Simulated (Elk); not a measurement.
# Fe3Ge: magneto-optical Kerr spectrum

Aim: the polar Kerr rotation of Fe3Ge from the optical conductivity tensor.

Program: Elk 11.2.3 (patched build). Level of theory: LDA (Perdew-Wang); all-electron APW+lo, Dirac cores, scalar-relativistic bands with second-variational spin-orbit coupling. Results are calculated unless marked as measured.

## (1) The starting structure

The structure is cubic, space group Fm-3m (No. 225). The conventional cell has a = 5.751 Å, b = 5.751 Å, c = 5.751 Å, α = 90.00°, β = 90.00°, γ = 90.00°. Fe has 8 Fe at 2.49 Å nearest. Nearest to Fe lie 4 Ge at 2.49 Å and 4 Fe at 2.49 Å. Nearest to Ge lie 8 Fe at 2.49 Å. Farther neighbours are not listed.

The cell comes from a database of computed structures and need not be the stable phase.

## (2) Ground state with spin–orbit coupling

In a ferromagnet the Kerr effect comes from exchange splitting and spin–orbit coupling together. The parallel order is imposed here; no other order was tried.

In this input [111] lies along z, the axis of the moments and of the light.

The last three numbers of an atom's line are a seed field in its sphere. It points against the wanted moment and shrinks by the factor reducebf each loop.

elk.in

```
tasks
  0
  15

xctype
  3

rgkmax
  7.0

nempty
  14

swidth
  0.002

reducebf
  0.5

epsengy
  1e-05

maxscl
  100

lmaxi
  3

spinpol
  .true.

spinorb
  .true.

cmagz
  .true.

sppath
  './'

avec
  -4.28571502938 1.14835388110 6.27472229651
  1.14835388110 -4.28571502938 6.27472229651
  3.13736114826 3.13736114826 6.27472229651

atoms
  2
  'Fe.in'
  3
  0.5000000000 0.5000000000 0.5000000000   0.000000 0.000000 -0.140000
  0.2500000000 0.2500000000 0.2500000000   0.000000 0.000000 -0.140000
  0.7500000000 0.7500000000 0.7500000000   0.000000 0.000000 -0.140000
  'Ge.in'
  1
  0.0000000000 0.0000000000 0.0000000000   0.000000 0.000000 0.000000

ngridk
  8 8 8
```

On the command line:

```sh
> OMP_NUM_THREADS=4 elk
```

Numbers of over 12 decimals in the logs are rounded to 6 here.

The program printed:

```text
Warning(gndstate): core states of species 2 leak from the muffin-tin :   0.5219451132E-03
Warning(chksvso): spin-orbit splittings by the second variation are low [figures from our tests cut]: local-orbitals by j (lorbdm 7 and 8, zora) mend levels alone

--- INFO.OUT ---
┌─────────────────────────┐
│ Elk code version 11.2.3 │
└─────────────────────────┘

All units are atomic (Hartree, Bohr, etc.)

┌─────────────────────────────────────────────────┐
│ Ground-state run starting from atomic densities │
└─────────────────────────────────────────────────┘

Lattice vectors :
  -4.285715029       1.148353881       6.274722297
   1.148353881      -4.285715029       6.274722297
   3.137361148       3.137361148       6.274722297

Species : 1 (Fe)
 parameters loaded from : Fe.in
 name : iron
 nuclear charge    :   -26.00000000
 electronic charge :    26.00000000
 atomic mass :    101799.2075
 muffin-tin radius :    2.328020861
 number of radial points in muffin-tin :    497
 inner part over the whole radius :   0.9829872678E-02
 number on inner part of muffin-tin    :    350
 approximate nuclear radius :   0.7160107270E-04
 number of mesh points to nuclear radius :    167
 atomic positions (lattice), magnetic fields (Cartesian) :
  1 :   0.50000000  0.50000000  0.50000000    0.00000000  0.00000000 -0.14000000
  2 :   0.25000000  0.25000000  0.25000000    0.00000000  0.00000000 -0.14000000
  3 :  -0.25000000 -0.25000000 -0.25000000    0.00000000  0.00000000 -0.14000000

Species : 2 (Ge)
 parameters loaded from : Ge.in
 name : germanium
 nuclear charge    :   -32.00000000
 electronic charge :    32.00000000
 atomic mass :    132414.6196
 muffin-tin radius :    2.328020861
 number of radial points in muffin-tin :    497
 inner part over the whole radius :   0.9838570739E-02
 number on inner part of muffin-tin    :    351
 approximate nuclear radius :   0.7637961215E-04
 number of mesh points to nuclear radius :    171
 atomic positions (lattice), magnetic fields (Cartesian) :
  1 :   0.00000000  0.00000000  0.00000000    0.00000000  0.00000000  0.00000000

Total number of atoms per unit cell :    4
Total muffin-tin volume :    211.4020545
 ratio of muffin-tin to unit cell volume :   0.6587244500

Spin treatment :
 spin-polarised
 spin-orbit coupling
 global magnetic field (Cartesian) :    0.000000000       0.000000000       0.000000000
 collinear magnetisation in z-direction

Number of Bravais lattice symmetries :   48
Number of crystal symmetries         :    6
Crystal has inversion symmetry
Real symmetric eigensolver will be used

k-point grid :      8     8     8
k-point offset :    0.000000000       0.000000000       0.000000000
k-point set is reduced with full crystal symmetry group
Total number of k-points :       90

Muffin-tin radius times maximum |G+k| :    7.000000000
 using average radius
Maximum |G+k| for APW functions       :    3.006845908
Maximum (1/2)|G+k|²                   :    4.520561157
Maximum |G| for potential and density :    12.00000000
Constant for pseudocharge density :    7
 order of it for each species :   14  14
 order of it for pair densities of each species (exact exchange by exxq0 0: 14) :   10  10
Radial integration step length :    1

G-vector grid sizes :     30    30    30
Number of G-vectors :     9377

Maximum angular momentum used for
 APW functions            :    8
 outer part of muffin-tin :    6
 inner part of muffin-tin :    3

Number of empty states         :     56
Total number of valence states :    176
Total number of core states    :     48

Third-order local-orbitals added for an l without core states : T
Total number of local-orbitals :     89

Exchange-correlation functional :      3     0     0
 Perdew-Wang/Ceperley-Alder, Phys. Rev. B 45, 13244 (1992)
 gradient requirement :    0
 local density approximation (LDA)

Smearing type :    3
 Fermi-Dirac
Smearing width :   0.2000000000E-02
Effective electronic temperature (K) :    631.5500496

Mixing type :    3
 Broyden mixing, J. Phys. A: Math. Gen. 17, L317 (1984)

Kohn-Sham potential initialised from atomic data

┌──────────────────────────────┐
│ Self-consistent loop started │
└──────────────────────────────┘

┌─────────────────┐
│ Loop number : 1 │
└─────────────────┘

Energies :
 Fermi                       :     0.222425
 sum of occupied eigenvalues :     -3414.2418190167
 electron kinetic            :      5997.4449711992
 core electron kinetic       :      5419.8224203214
 Coulomb                     :     -11668.002682706
 Coulomb potential           :     -9090.0937846904
 nuclear-nuclear             :     -1017.5115352392
 electron-nuclear            :     -12248.687400800
 Hartree                     :      1598.1962533336
 Madelung                    :     -7122.9557903606
 xc potential                :     -321.24457081524
 xc effective B-field        :    -0.297688
 external B-field            :      0.000000
 exchange                    :     -228.30909296028
 correlation                 :     -9.556356
 electron entropic           :    -0.10441221112322E-02
 total energy                :     -5908.4242042548
 (external B-field energy excluded from total)

Density of states at Fermi energy :    76.64079925
 (states/Hartree/unit cell)

Estimated indirect band gap :   0.1424735915E-02
 from k-point 18 to k-point 85
Estimated direct band gap   :   0.4762158415E-02
 at k-point 85

Charges :
 core                        :    48.00000000
 valence                     :    62.00000000
 interstitial                :    4.294077327
 muffin-tins (core leakage)
  species : 1 (Fe)
   atom 1                    :    24.99921685     ( -0.3585752637E-05)
   atom 2                    :    25.18823281     ( -0.3585752534E-05)
   atom 3                    :    25.18823281     ( -0.3585752534E-05)
  species : 2 (Ge)
   atom 1                    :    30.33024022     (  0.5667702900E-03)
 total in muffin-tins        :    105.7059227
 total calculated charge     :    109.9986402
 total charge                :    110.0000000
 error                       :   0.1359803086E-02

Moments :
 interstitial                :  -0.9791398150E-01
 muffin-tins
  species : 1 (Fe)
   atom 1                    :    2.506326245
   atom 2                    :    2.131270666
   atom 3                    :    2.131270666
  species : 2 (Ge)
   atom 1                    :  -0.7920743370E-01
 total in muffin-tins        :    6.689660143
 total moment                :    6.591746161

[... earlier loops left out ...]

┌──────────────────┐
│ Loop number : 23 │
└──────────────────┘

Energies :
 Fermi                       :     0.339873
 sum of occupied eigenvalues :     -3404.7557539555
 electron kinetic            :      6000.8182715210
 core electron kinetic       :      5420.8875593311
 Coulomb                     :     -11670.829309324
 Coulomb potential           :     -9090.5748711049
 nuclear-nuclear             :     -1017.5115352392
 electron-nuclear            :     -12253.761230697
 Hartree                     :      1600.4434566127
 Madelung                    :     -7125.5418737715
 xc potential                :     -314.79671805341
 xc effective B-field        :    -0.202436
 external B-field            :      0.000000
 exchange                    :     -228.36119900533
 correlation                 :     -9.564934
 electron entropic           :    -0.12324498659454E-02
 total energy                :     -5907.9384028891
 (external B-field energy excluded from total)

Density of states at Fermi energy :    94.12513596
 (states/Hartree/unit cell)

Estimated indirect band gap :   0.4850732109E-03
 from k-point 80 to k-point 73
Estimated direct band gap   :   0.1502180248E-02
 at k-point 80

Charges :
 core                        :    48.00000000
 valence                     :    62.00000000
 interstitial                :    4.284784288
 muffin-tins (core leakage)
  species : 1 (Fe)
   atom 1                    :    24.97231145     ( -0.3585752539E-05)
   atom 2                    :    25.09124889     ( -0.3585752928E-05)
   atom 3                    :    25.09124889     ( -0.3585752928E-05)
  species : 2 (Ge)
   atom 1                    :    30.56040649     (  0.5219451132E-03)
 total in muffin-tins        :    105.7152157
 total calculated charge     :    109.9987263
 total charge                :    110.0000000
 error                       :   0.1273699560E-02

Moments :
 interstitial                :  -0.7020720821E-01
 muffin-tins
  species : 1 (Fe)
   atom 1                    :    2.568901040
   atom 2                    :    1.364114249
   atom 3                    :    1.364114249
  species : 2 (Ge)
   atom 1                    :  -0.5410535525E-01
 total in muffin-tins        :    5.243024183
 total moment                :    5.172816974

┌──────────────────────────────┐
│ Self-consistent loop stopped │
└──────────────────────────────┘

Warning : core states of species 2 leak from the muffin-tin :   0.5219451132E-03

Wrote STATE.OUT
```

Elapsed: 6.5 min, on 4 threads of Arm Neoverse V1, shared host; peak memory 0.37 GiB; 25 min of CPU time.

Spin moment in the muffin-tin sphere by atom:

```csv
atom,spin moment in the muffin-tin sphere (μB)
Fe1,2.57
Fe2,1.36
Fe3,1.36
Ge4,-0.05
```

This step gave:

```yaml
density_of_states_at_the_fermi_level: 3.459 states/eV/cell
moment_between_the_spheres: -0.07021 μB
magnetization: 5.173 μB
final_state: ferromagnetic
```

After 23 cycles the largest moment stands at 2.57 μB.

Orbital moment <L> in the sphere by atom:

```csv
atom,x (μB),y (μB),z (μB),size
Fe1,0.0000,0.0000,0.0523,0.0523
Fe2,0.0000,0.0000,0.0260,0.0260
Fe3,0.0000,0.0000,0.0260,0.0260
Ge4,0.0000,0.0000,-0.0006,0.0006
```

## (3) States and momentum matrix elements on a finer mesh

Optical spectra need more k points than the density, so the states are solved once on a finer mesh in the saved potential.

elk.in

```
tasks
  1
  120

xctype
  3

rgkmax
  7.0

nempty
  14

swidth
  0.002

reducebf
  0.5

epsengy
  1e-05

maxscl
  1

lmaxi
  3

spinpol
  .true.

spinorb
  .true.

cmagz
  .true.

sppath
  './'

avec
  -4.28571502938 1.14835388110 6.27472229651
  1.14835388110 -4.28571502938 6.27472229651
  3.13736114826 3.13736114826 6.27472229651

atoms
  2
  'Fe.in'
  3
  0.5000000000 0.5000000000 0.5000000000   0.000000 0.000000 -0.000140
  0.2500000000 0.2500000000 0.2500000000   0.000000 0.000000 -0.000140
  0.7500000000 0.7500000000 0.7500000000   0.000000 0.000000 -0.000140
  'Ge.in'
  1
  0.0000000000 0.0000000000 0.0000000000   0.000000 0.000000 0.000000

ngridk
  12 12 12
```

On the command line:

```sh
> OMP_NUM_THREADS=4 elk
```

The program printed:

```text
Warning(gndstate): core states of species 2 leak from the muffin-tin :   0.5219451163E-03
Warning(chksvso): spin-orbit splittings by the second variation are low [figures from our tests cut]: local-orbitals by j (lorbdm 7 and 8, zora) mend levels alone

--- INFO.OUT ---
┌─────────────────────────┐
│ Elk code version 11.2.3 │
└─────────────────────────┘

All units are atomic (Hartree, Bohr, etc.)

┌──────────────────────────────────────────┐
│ Ground-state run resuming from STATE.OUT │
└──────────────────────────────────────────┘

Lattice vectors :
  -4.285715029       1.148353881       6.274722297
   1.148353881      -4.285715029       6.274722297
   3.137361148       3.137361148       6.274722297

Species : 1 (Fe)
 muffin-tin radius :    2.328020861
 atomic positions (lattice), magnetic fields (Cartesian) :
  1 :   0.50000000  0.50000000  0.50000000    0.00000000  0.00000000  0.00000000
  2 :   0.25000000  0.25000000  0.25000000    0.00000000  0.00000000  0.00000000
  3 :  -0.25000000 -0.25000000 -0.25000000    0.00000000  0.00000000  0.00000000

Species : 2 (Ge)
 muffin-tin radius :    2.328020861
 atomic positions (lattice), magnetic fields (Cartesian) :
  1 :   0.00000000  0.00000000  0.00000000    0.00000000  0.00000000  0.00000000

Total number of atoms per unit cell :    4
Total muffin-tin volume :    211.4020545
 ratio of muffin-tin to unit cell volume :   0.6587244500

Spin treatment :
 spin-polarised
 spin-orbit coupling
 global magnetic field (Cartesian) :    0.000000000       0.000000000       0.000000000
 collinear magnetisation in z-direction

Number of Bravais lattice symmetries :   48
Number of crystal symmetries         :    6
Crystal has inversion symmetry
Real symmetric eigensolver will be used

[...]
Coulomb potential           :     -9090.5891107823
 nuclear-nuclear             :     -1017.5115352392
 electron-nuclear            :     -12253.752647804
 Hartree                     :      1600.4346604581
 Madelung                    :     -7125.5349671943
 xc potential                :     -314.78246695781
 xc effective B-field        :    -0.204350
 external B-field            :      0.000000
 exchange                    :     -228.36180397041
 correlation                 :     -9.564761
 electron entropic           :    -0.11884316645406E-02
 total energy                :     -5907.9381593824
 (external B-field energy excluded from total)

Density of states at Fermi energy :    89.54723117
 (states/Hartree/unit cell)

Estimated indirect band gap :   0.7682336338E-04
 from k-point 227 to k-point 236
Estimated direct band gap   :   0.2167890979E-02
 at k-point 56

Charges :
 core                        :    48.00000000
 valence                     :    62.00000000
 interstitial                :    4.285841626
 muffin-tins (core leakage)
  species : 1 (Fe)
   atom 1                    :    24.97940179     ( -0.3585752658E-05)
   atom 2                    :    25.08686926     ( -0.3585752765E-05)
   atom 3                    :    25.08686926     ( -0.3585752765E-05)
  species : 2 (Ge)
   atom 1                    :    30.56101807     (  0.5219451163E-03)
 total in muffin-tins        :    105.7141584
 total calculated charge     :    109.9987181
 total charge                :    110.0000000
 error                       :   0.1281853211E-02

Moments :
 interstitial                :  -0.6733489521E-01
 muffin-tins
  species : 1 (Fe)
   atom 1                    :    2.574226248
   atom 2                    :    1.380851283
   atom 3                    :    1.380851283
  species : 2 (Ge)
   atom 1                    :  -0.5259268188E-01
 total in muffin-tins        :    5.283336132
 total moment                :    5.216001237

┌──────────────────────────────┐
│ Self-consistent loop stopped │
└──────────────────────────────┘

Warning : core states of species 2 leak from the muffin-tin :   0.5219451163E-03
```

The job ended after 2.9 min (4 threads; peak memory 0.98 GiB; 12 min of CPU time).

This step gave:

| Item | Value |
| --- | --- |
| magnetization | 5.216 μB |
| largest moment | 2.574 μB |

[end of part 1 of 2]

[Logs and program files are shortened in this print: banners, set-up blocks, solver, clock and traceback lines can be left out without a mark of their own.]

[Logs are printed without paths, hosts, clocks, repeated set-up lines and the standing remarks that a program may print on its own settings, such as how far it seeks lower states.]

[Hosts, paths, dates, database ids (printed as entryN), source tags and the programs' standing remarks are cut or masked in the printed files.]

[Where a cell is said to come from a database of computed structures, the database is the Materials Project.]
